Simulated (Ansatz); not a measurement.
# LuAs (Fm-3m): phonons and vibrational spectra, part 2 of 2

Wanted: phonon frequencies of LuAs (Fm-3m) and what follows from them.

Ansatz 0.2.0; DFT PBEsol, scalar-relativistic, plane waves, PAW; PAW set soft_1.

So far. Step 3 (Tight relaxation): The forces vanish by symmetry and the pressure is 0.006 GPa, within the tolerances set. The cell now holds 22.06 Å³/atom. The relaxed cell has a = 5.609 Å (conventional setting).

## 4. Zone-centre response

The zone centre comes first: it holds the modes that light can see, as far as symmetry allows. No field response is asked, since the mesh shows no gap.

The input, input.yaml:

```yaml
crystal:
  lattice:
    - [0.0, 2.8047057303, 2.8047057303]
    - [2.8047057303, 0.0, 2.8047057303]
    - [2.8047057303, 2.8047057303, 0.0]
  atoms:
    - { symbol: Lu, position: [0.5, 0.5, 0.5] }
    - { symbol: As, position: [0.0, 0.0, 0.0] }
kpoints:
  mp_grid: { grid: [12, 12, 12] }
hamiltonian:
  xc: pbesol
  pseudopotentials: { kind: paw, azcp: { folder: soft_1 }, xc_functional: pbe }
scf:
  occupations: { method: methfessel_paxton, width: 0.2 }
output:
  eigenvalues: true
phonons:
  method: dfpt
```

Command:

```bash
$ ansatz run input.yaml --threads 4 --pin off --max-ram 10240MiB --backend cpu --events-out ev --progress --plain --runs-dir out
```

Numbers of over 12 decimals in the logs are rounded to 6 here.

What it wrote:

```text
[...]
Crystal: 2 atoms, lattice volume = 44.126 Å³
Basis set: ecut = 420 eV, 869 PW (Γ), exchange–correlation on 54×54×54 points (8 copies of the dense FFT grid, shifted against one another)
Bands: 24, of which v1, the nominal top of the filled ones, is band 20 counted from 1 (19 counted from 0)
Symmetry: 48 space group operations
k-points: 163 of 1728 (irreducible under 8 space group operations, time reversal used)
[...]
SCF iter   1: F=—  HF=-19428.704318 eV  |F-HF|=—  |Δ(HF+E_count)|=         —  Δρ=6.10e-2  dr2=1.75e0  ethr=3.10e-3  ⟨swp⟩=5.4  Hψ=18887  notcnv=0
[...]
SCF iter  11: F=-19428.068117 eV  HF=-19428.068117 eV  |F-HF|=3.64e-12  |Δ(HF+E_count)|=  7.28e-12  S|Δr|=    0.00e0  Δρ=3.11e-8  dr2=8.73e-14  ethr=1.00e-12  ⟨swp⟩=7.5  Hψ=23887  notcnv=0
SCF 1 converged in 11 iterations: F = -19428.068117 eV  dr2 = 8.73e-14
[...]
DFPT response loops at Γ: preconditioner auto → Kerker (q_TF=auto, 2.684 Å⁻¹) (partly filled bands, converged f_vac=0.000); β = 1.00, the filter's whole step (`scf.mixing.beta` (0.50) is not read by the response loops under this deck's `scf.mixing.preconditioner`; to damp them name `kerker` or `kerker_dos`, under which they read `scf.mixing.beta`, and type it under 1.00, their step now; both keys bind the ground state too); Broyden in place of MSR1
SCF converged after 11 iterations
[...]
Free energy (F): -19428.068117 eV
[...]
Internal energy: -19428.068885 eV  (E = F + TS)
E sigma→0 (E₀):  -19428.068309 eV
Entropy (-TS):   0.000768 eV (0.384 meV/atom)
Fermi energy:    13.633460 eV
[...]
--- Band table (eV; the first three rows and the last of 163) ---
  k-point 0: bands = [... 16 lower, 8.9892, 14.3702, 14.3702, 14.3702, 15.1299, 15.1299, 15.1299, 16.0972]
  k-point 1: bands = [... 16 lower, 8.9893, 13.4377, 13.8399, 13.8399, 15.3305, 15.3305, 15.4538, 16.6826]
  k-point 2: bands = [... 16 lower, 8.9896, 12.0780, 13.0636, 13.0636, 15.6301, 15.6935, 15.6935, 17.8466]
  k-point 162: bands = [... 16 lower, 8.9889, 10.8132, 10.8132, 10.8870, 16.7391, 16.7391, 17.1182, 18.8900]
--- Phonons (Γ-DFPT): 2 representative perturbations + reference, on 163 of 1728 k-points (Σ response iterations 7) ---
  k mesh reduced under 8 symmetry operations, with k and −k counted as one. Each operation leaves every solved perturbation unchanged. A smaller set is not used because it would not reduce the number of displacements times k-points to solve
  ASR residual: 1.254e-5 → 0.000e0 eV/Å²; symmetrization residual: 7.545e-6 eV/Å²
  ASR residual per site (eV/Å²): 1.25e-5 7.41e-6
  Γ frequencies (cm⁻¹): 0.00 0.00 0.00 175.60 175.60 175.60
  non-analytic LO–TO correction: not included (Born effective charges unavailable; polar crystals: no LO–TO splitting at Γ)
```

Wall time 19 s (4 threads of Arm Neoverse V1, shared host); peak memory 0.8 GiB; 71 s of CPU time.

This step gave:

* sum-rule residual before enforcement: 1.25e-5 eV/Å²
* point group: m-3m
* highest optical mode at the zone centre (no LO-TO term): 175.6 cm⁻¹
* lowest optical zone-centre mode: 175.6 cm⁻¹

Patterns of degenerate modes are one choice out of their space. Modes at Γ, with each element's share of the kinetic energy:

```csv
mode,frequency (cm⁻¹),symmetry,Lu %,As %
1,0.0,acoustic,70,30
2,0.0,acoustic,70,30
3,0.0,acoustic,70,30
4,175.6,T1u,30,70
5,175.6,T1u,30,70
6,175.6,T1u,30,70
```

Displacements in mode 4 (175.6 cm⁻¹), the largest set to 1:
```
Lu1  0.00 -0.43  0.15
As2  0.00  1.00 -0.34
```

Before it was imposed, the acoustic sum rule was missed by 1.3e-5 eV/Å². Small misses are needed for a sound result but don't prove that mesh and cutoff are converged. The lowest optical mode is real, 176 cm⁻¹.

## 5. Phonons on a q mesh

Stability and thermal properties need the whole zone. Linear response on a 4×4×4 q mesh gives force constants as far as a supercell of that size would.

input.yaml: that of step 4 with these lines changed.

```diff
@@ -19 +19,8 @@
   method: dfpt
+  qmesh: [4, 4, 4]
+  temperatures: { t_max: 1000, t_step: 50 }
+  qpath:
+    path:
+      - [[0.0, 0.0, 0.0], [0.5, 0.0, 0.5], [0.625, 0.25, 0.625]]
+      - [[0.375, 0.375, 0.75], [0.0, 0.0, 0.0], [0.5, 0.5, 0.5], [0.5, 0.25, 0.75], [0.5, 0.0, 0.5]]
+    npoints: 10
```

What it wrote:

```text
[...]
Crystal: 2 atoms, lattice volume = 44.126 Å³
Basis set: ecut = 420 eV, 869 PW (Γ), exchange–correlation on 54×54×54 points (8 copies of the dense FFT grid, shifted against one another)
Bands: 24, of which v1, the nominal top of the filled ones, is band 20 counted from 1 (19 counted from 0)
Symmetry: 48 space group operations
k-points: 72 of 1728
[...]
SCF iter   1: F=—  HF=-19428.704350 eV  |F-HF|=—  |Δ(HF+E_count)|=         —  Δρ=6.10e-2  dr2=1.75e0  ethr=3.10e-3  ⟨swp⟩=5.4  Hψ=8311  notcnv=0
[...]
SCF iter  11: F=-19428.068117 eV  HF=-19428.068117 eV  |F-HF|=7.28e-12  |Δ(HF+E_count)|=  1.46e-11  S|Δr|=    0.00e0  Δρ=3.06e-8  dr2=1.08e-13  ethr=1.00e-12  ⟨swp⟩=7.5  Hψ=10670  notcnv=0
SCF 1 converged in 11 iterations: F = -19428.068117 eV  dr2 = 1.08e-13
[...]
SCF iter   1: F=—  HF=-19428.068115 eV  |F-HF|=—  |Δ(HF+E_count)|=         —  Δρ=2.63e-7  dr2=1.50e-11  ethr=5.97e-9  ⟨swp⟩=6.4  Hψ=18046  notcnv=0
eigensolver tolerance schedule: the retry pair's looser diagonalisation over-reported the residual by 158622.26 of it (diagonalisation noise at 0.44 of the residual, at the tolerance the schedule requests for it); recorded, not acted on — ethr = c·dr2/N_el stays at c = 1.0e-1
[...]
SCF iter   2: F=—  HF=-19428.068117 eV  |F-HF|=—  |Δ(HF+E_count)|=   1.55e-6  S|Δr|=    0.00e0  Δρ=1.82e-7  dr2=1.23e-11  ethr=1.00e-12  ⟨swp⟩=4.4  Hψ=5846  notcnv=0
SCF iter   3: F=-19428.068117 eV  HF=-19428.068117 eV  |F-HF|=3.64e-12  |Δ(HF+E_count)|=  3.64e-12  S|Δr|=    0.00e0  Δρ=1.00e-7  dr2=2.96e-12  ethr=1.00e-12  ⟨swp⟩=5.1  Hψ=7816  notcnv=0
SCF 2 converged in 3 iterations: F = -19428.068117 eV  dr2 = 2.96e-12
phonons: the bands overlap, so this run is a metal and interpolates without the dipole-dipole term. If the crystal is really an insulator or semiconductor, its LO-TO splitting is missing
NSCF: frozen V_eff on 72 k-points
[...]
DFPT response loops at q = (0, 0, 0) (fractional): preconditioner auto → Kerker (q_TF=auto, 2.684 Å⁻¹) (partly filled bands, converged f_vac=0.000); β = 1.00, the filter's whole step (`scf.mixing.beta` (0.50) is not read by the response loops under this deck's `scf.mixing.preconditioner`; to damp them name `kerker` or `kerker_dos`, under which they read `scf.mixing.beta`, and type it under 1.00, their step now; both keys bind the ground state too); Broyden in place of MSR1
[...]
SCF converged after 11 iterations
[...]
Free energy (F): -19428.068117 eV
[...]
Internal energy: -19428.068885 eV  (E = F + TS)
E sigma→0 (E₀):  -19428.068309 eV
Entropy (-TS):   0.000768 eV (0.384 meV/atom)
Fermi energy:    13.633460 eV
[...]
--- Band table (eV; the first three rows and the last of 72) ---
  k-point 0: bands = [... 16 lower, 8.9892, 14.3702, 14.3702, 14.3702, 15.1299, 15.1299, 15.1299, 16.0972]
  k-point 1: bands = [... 16 lower, 8.9893, 13.4377, 13.8399, 13.8399, 15.3305, 15.3305, 15.4538, 16.6826]
  k-point 2: bands = [... 16 lower, 8.9896, 12.0780, 13.0636, 13.0636, 15.6301, 15.6935, 15.6935, 17.8466]
  k-point 71: bands = [... 16 lower, 8.9889, 10.8132, 10.8132, 10.8870, 16.7391, 16.7391, 17.1182, 18.8900]
--- Phonons (Γ-DFPT): 2 representative perturbations + reference (Σ response iterations 6) ---
  ASR residual: 2.813e-5 → 0.000e0 eV/Å²; symmetrization residual: 9.199e-6 eV/Å²
  ASR residual per site (eV/Å²): 1.55e-5 2.81e-5
  Γ frequencies (cm⁻¹): 0.00 0.00 0.00 175.60 175.60 175.60
--- Phonons (arbitrary-q DFPT): 8 irreducible q on the 4×4×4 mesh ---
  q = [0.0000, 0.0000, 0.0000] (star 1, of the zone-centre solve; hermiticity 3.09e-6, symmetrization 1.14e-11): -0.00 0.00 0.00 175.60 175.60 175.60
  q = [0.0000, 0.0000, 0.2500] (star 8, 2 solved perturbations on 936 of 1728 k-point pairs; hermiticity 3.50e-7, symmetrization 3.29e-12): 66.97 66.97 95.35 174.86 174.86 206.22
[...]
q = [0.0000, 0.2500, 0.2500] (star 6, 4 solved perturbations in 1608 linear systems a pass and spin channel, the states on 510 of 1728 k-point pairs; hermiticity 1.24e-6, symmetrization 2.04e-12): 52.50 52.50 110.41 181.50 181.50 189.42
[...]
sum rule: each row above includes the acoustic sum rule's correction from the zone centre's row sums; it moved no ω² by more than (0.32 cm⁻¹)²
  mesh force constants: q→R imaginary residual 4.16e-18; ASR residual 2.813e-5 → 0.000e0 eV/Å²; symmetrization residual 7.105e-15 eV/Å²
  interpolated dispersion: 62 rows × 6 modes
  density of states and harmonic sums: on the 20×20×20 q-mesh, interpolated from the force constants of a 4×4×4 supercell (no non-analytic term)
  largest difference from the sums on the solved wave vectors: F 1.31e-2 eV, S 1.71e-5 and C_V 4.01e-6 eV/K
  zero-point energy: 0.051603 eV/cell   skipped modes (ω ≤ 0): 3   left out of the sums: 6.25e-5 of the cell's modes: C_V's classical limit lies that fraction below 3 k_B per atom; for a crystal, a wire or a layer, F and S can be off by more, and a phonons.interpolated_qmesh denser along its periods is the remedy for the sampling
```

Wall time 10 min (4 threads); peak memory 4.4 GiB.

This step gave:

| Quantity | Value |
| --- | --- |
| sum-rule residual before enforcement | 2.81e-5 eV/Å² |
| lowest frequency on the path | 0 cm⁻¹ |
| highest frequency on the path or at a solved wavevector | 209.2 cm⁻¹ |
| mean frequency | 138.7 cm⁻¹ |
| Debye temperature (second moment) | 274 K |
| logarithmic mean frequency | 128.2 cm⁻¹ |
| lowest mode on the q mesh (acoustic modes at Γ apart) | 52.5 cm⁻¹ |
| zero-point energy per atom | 25.8 meV |
| heat capacity at 300 K | 23.94 J/(mol atoms K) |
| vibrational entropy at 300 K | 37.59 J/(mol atoms K) |
| edges of the widest gap between branches, on path and mesh | 149.2, 169.4 cm⁻¹ |

Frequencies (cm⁻¹) solved at each irreducible wavevector; negative means imaginary. Frequencies by wavevector, by row:

```csv
q in reciprocal lattice units,star,mode 1,mode 2,mode 3,mode 4,mode 5,mode 6
0 0 0,1,0,0,0,175.6,175.6,175.6
0 0 0.25,8,67,67,95.3,174.9,174.9,206.2
0 0 -0.5,4,97.5,97.5,149.2,169.4,169.4,200.1
0 0.25 0.25,6,52.5,52.5,110.4,181.5,181.5,189.4
0 0.25 -0.5,24,86.8,93.6,113.8,175.6,186.4,198.1
0 0.25 -0.25,12,70.4,97,131.2,172.4,190.7,194.6
0 -0.5 -0.5,3,72.7,72.7,88,174.4,174.4,198.6
0.25 -0.5 -0.25,6,82.3,82.3,118.5,185.4,193.5,193.5
```

Interpolated from a 4×4×4 q mesh. The phonon branches at the labelled points (cm⁻¹):

| point | branch 1 | branch 2 | branch 3 | branch 4 | branch 5 | branch 6 |
| --- | --- | --- | --- | --- | --- | --- |
| Γ | 0 | 0 | 0 | 176 | 176 | 176 |
| halfway | 52 | 52 | 110 | 182 | 182 | 189 |
| X | 73 | 73 | 88 | 174 | 174 | 199 |
| halfway | 79 | 84 | 87 | 175 | 182 | 198 |
| U | 85 | 91 | 107 | 175 | 194 | 196 |
| jump to K | 85 | 91 | 107 | 175 | 194 | 196 |
| halfway | 60 | 83 | 112 | 173 | 187 | 199 |
| Γ | 0 | 0 | 0 | 176 | 176 | 176 |
| halfway | 67 | 67 | 95 | 175 | 175 | 206 |
| L | 98 | 98 | 149 | 170 | 170 | 200 |
| halfway | 92 | 96 | 128 | 175 | 185 | 200 |
| W | 82 | 82 | 118 | 185 | 194 | 194 |
| halfway | 76 | 87 | 98 | 181 | 183 | 197 |
| X | 73 | 73 | 88 | 174 | 174 | 199 |

The phonon branches as a text plot (rows in cm⁻¹):

```
    205 |                                   *****
    196 |         ******************      **     ****************
    187 |   ******      *    *****  *    *            ********
    179 |******************       ***********       *****    ****
    170 |                  *********         *********
    161 |
    153 |                                        *
    144 |                                       * **
    135 |                    **                *    **
    126 |                   *  *              *       **
    118 |       *          *                            ****
    109 |      * *        *     *            *              *
    100 |    **   **     * ****                 ******       *
     92 |           *******    * *          *  *     ****     ***
     83 |   *          *****    *          *  *          *****
     74 |           ***     ***  ***         *               ****
     65 |        ***           *          * *
     57 |  *   **               * ***      *
     48 |    **                  *        *
     39 |   *                     ***    *
     31 | **                        **   *
     22 |                            *  *
     13 | *                          *  *
      4 |*                            **
         Γ           X  U|K            Γ         L        W     X
```

The phonon density of states has structure finer than the step of the table below, so its rows give means over 5 cm⁻¹, whole bins alone (the curve runs from 1 to 209 cm⁻¹). Peaks (cm⁻¹: height): 97.0: 0.0888, 119.0: 0.0373, 175.0: 0.150, 197.0: 0.126.

Tetrahedra on a 20×20×20 mesh, mean over bins of 2 cm-1. Interpolated from a 4×4×4 q mesh. Table of phonon density of states by wavenumber; means over each step:

| wavenumber (cm⁻¹) | phonon density of states (1/cm⁻¹/cell) |
| --- | --- |
| 5 | 3.1e-5 |
| 10 | 1.0e-4 |
| 15 | 3.6e-4 |
| 20 | 6.9e-4 |
| 25 | 0.00120 |
| 30 | 0.00189 |
| 35 | 0.00282 |
| 40 | 0.00416 |
| 45 | 0.00598 |
| 50 | 0.00851 |
| 55 | 0.0119 |
| 60 | 0.0162 |
| 65 | 0.0219 |
| 70 | 0.0306 |
| 75 | 0.0429 |
| 80 | 0.0518 |
| 85 | 0.0615 |
| 90 | 0.0642 |
| 95 | 0.0726 |
| 100 | 0.0362 |
| 105 | 0.0136 |
| 110 | 0.0191 |
| 115 | 0.0311 |
| 120 | 0.0334 |
| 125 | 0.0261 |
| 130 | 0.0220 |
| 135 | 0.0114 |
| 140 | 0.00521 |
| 145 | 0.00218 |
| 150 | 2.0e-4 |
| 155 | 0 |
| 160 | 0 |
| 165 | 1.0e-4 |
| 170 | 0.0309 |
| 175 | 0.134 |
| 180 | 0.116 |
| 185 | 0.0663 |
| 190 | 0.0591 |
| 195 | 0.0952 |
| 200 | 0.0753 |
| 205 | 0.0207 |

Phonopy on the run's constants, 17x17x17 mesh, Gaussian sigma 2.0 cm-1. Interpolated from a 4×4×4 q mesh. Partial phonon density of states against wavenumber; read off at these points; values in 1/cm⁻¹/cell:

```
wavenumber (cm⁻¹)       As       Lu
             -5.0        0   4.0e-6
              0.0   3.7e-5   7.7e-5
              5.0        0        0
             10.0        0   5.3e-6
             15.0   1.7e-4   3.9e-4
             20.0   2.0e-4   4.9e-4
             25.0   2.6e-4   6.4e-4
             30.0   7.6e-4  0.00193
             35.0   7.8e-4  0.00203
             40.0  0.00102  0.00278
             45.0  0.00167  0.00475
             50.0  0.00237  0.00703
             55.0  0.00259  0.00826
             60.0  0.00358   0.0121
             65.0  0.00467   0.0168
             70.0  0.00665   0.0261
             75.0  0.00787   0.0341
             80.0  0.00889   0.0436
             85.0  0.00882   0.0505
             90.0  0.00723   0.0552
             95.0  0.00499   0.0679
             96.6  0.00406   0.0688
            100.0  0.00207   0.0368
            105.0  0.00165   0.0122
            110.0  0.00194   0.0169
            115.0  0.00206   0.0270
            118.8  0.00253   0.0341
            120.0  0.00253   0.0320
            125.0  0.00210   0.0238
            130.0  0.00155   0.0198
            135.0  0.00112   0.0121
            140.0   4.9e-4  0.00483
            145.0   1.5e-4  0.00204
            150.0   1.7e-5   3.7e-4
            155.0        0        0
            160.0        0        0
            165.0   4.2e-4   5.3e-6
            170.0   0.0316  0.00171
            175.0    0.118   0.0153
            176.5    0.120   0.0185
            180.0   0.0959   0.0179
            185.0   0.0550   0.0108
            190.0   0.0513  0.00925
            195.0   0.0830   0.0118
            197.2   0.0888   0.0120
            200.0   0.0668  0.00795
            205.0   0.0182  0.00290
            210.0  0.00268   5.5e-4
            215.0   1.0e-5        0
```

Second derivatives of the energy by pair, one row for each kind of neighbour of each atom listed. Each entry sums the pair over the periodic images of the supercell that the q mesh stands for, and in a polar crystal it holds the long-range dipole part too. Force constants by pair, by row:

```csv
atom,neighbour,distance (Å),third of the trace (eV/Å²),along the pair's line (eV/Å²)
Lu1,itself,0,8.04,–
Lu1,As,2.805,-1.091,-2.624
Lu1,Lu,3.966,-0.0967,-0.7915
Lu1,As,4.858,-0.0584,-0.0409
Lu1,Lu,5.609,-0.1505,-0.3838
Lu1,As,6.272,0.0456,0.1538
Lu1,Lu,6.87,0.0119,0.0212
As2,itself,0,8.553,–
As2,Lu,2.805,-1.091,-2.624
As2,As,3.966,-0.1167,-0.4905
As2,Lu,4.858,-0.0584,-0.0409
As2,As,5.609,-0.1312,-0.3544
As2,Lu,6.272,0.0456,0.1538
As2,As,6.87,0.0075,0.0048
```

Harmonic thermodynamic functions per atom, from the density of states. Interpolated from a 4×4×4 q mesh. Thermodynamic functions, by row:

| T (K) | F_vib (meV/atom) | S (J/mol-atom/K) | C_V (J/mol-atom/K) |
| --- | --- | --- | --- |
| 0 | 25.8 | 0 | 0 |
| 50 | 25.15 | 4.356 | 8.975 |
| 100 | 20.45 | 13.75 | 17.85 |
| 200 | -1.8 | 28.09 | 22.77 |
| 300 | -36.13 | 37.59 | 23.94 |
| 400 | -78.86 | 44.55 | 24.37 |
| 500 | -128 | 50.01 | 24.57 |
| 600 | -182.2 | 54.5 | 24.68 |
| 700 | -240.7 | 58.31 | 24.75 |
| 800 | -302.9 | 61.62 | 24.8 |
| 900 | -368.3 | 64.54 | 24.83 |
| 1000 | -436.6 | 67.16 | 24.85 |

Harmonic mean-square displacement, third of the trace. Interpolated from a 4×4×4 q mesh. Mean square displacements, by row:

| T (K) | Lu1 U_eq (Å²) | As2 U_eq (Å²) |
| --- | --- | --- |
| 0 | 0.00104 | 0.00145 |
| 100 | 0.00202 | 0.00214 |
| 300 | 0.00546 | 0.00512 |
| 600 | 0.0108 | 0.00998 |

Symmetry leaves 8 wavevectors to solve. The lowest mode among them, the acoustic zeros apart, lies at q = (0, 0.25, 0.25) and is real, 52.5 cm⁻¹.

## 6. Summary of results

* space group after relaxation (within 0.01 Å): Fm-3m
* volume per atom: 22.1 Å³
* electronic character: no gap on this mesh
* highest optical mode at the zone centre (no LO-TO term): 176 cm⁻¹
* lowest optical zone-centre mode: 176 cm⁻¹
* lowest mode on the q mesh (acoustic modes at Γ apart): 52.5 cm⁻¹
* highest frequency on the path or at a solved wavevector: 209 cm⁻¹
* zero-point energy per atom: 25.8 meV
* heat capacity at 300 K: 23.9 J/(mol atoms K)
* vibrational entropy at 300 K: 37.6 J/(mol atoms K)
* Debye temperature (second moment): 274 K
* imaginary modes on the 4×4×4 q mesh: none

In words: The structure is a minimum as far as tested: no mode is imaginary at the 8 irreducible wavevectors of the 4×4×4 mesh, and the softest away from the acoustic zeros lies at 52 cm⁻¹. The optical modes at Γ form one degenerate level at 176 cm⁻¹. The highest mode in this list at Γ, 175.6 cm⁻¹, is mostly motion of As (70 % of the kinetic energy). On the path and the mesh, the widest gap between branches runs from 149 to 169 cm⁻¹. With no gap, or one that is small against the smearing, the frequencies hang on the k mesh and the smearing, most of all near Kohn anomalies. Spin-orbit coupling is left out, which can matter for the heavy elements here. The PAW files were made for PBE and serve the other functionals too. These are harmonic frequencies at zero temperature: anharmonic shifts, linewidths and thermal expansion are left out.

[Logs are printed without paths, hosts, clocks, repeated set-up lines and the standing remarks that a program may print on its own settings, such as how far it seeks lower states.]

[Hosts, paths, dates, database ids (printed as entryN), source tags and the programs' standing remarks are cut or masked in the printed files.]
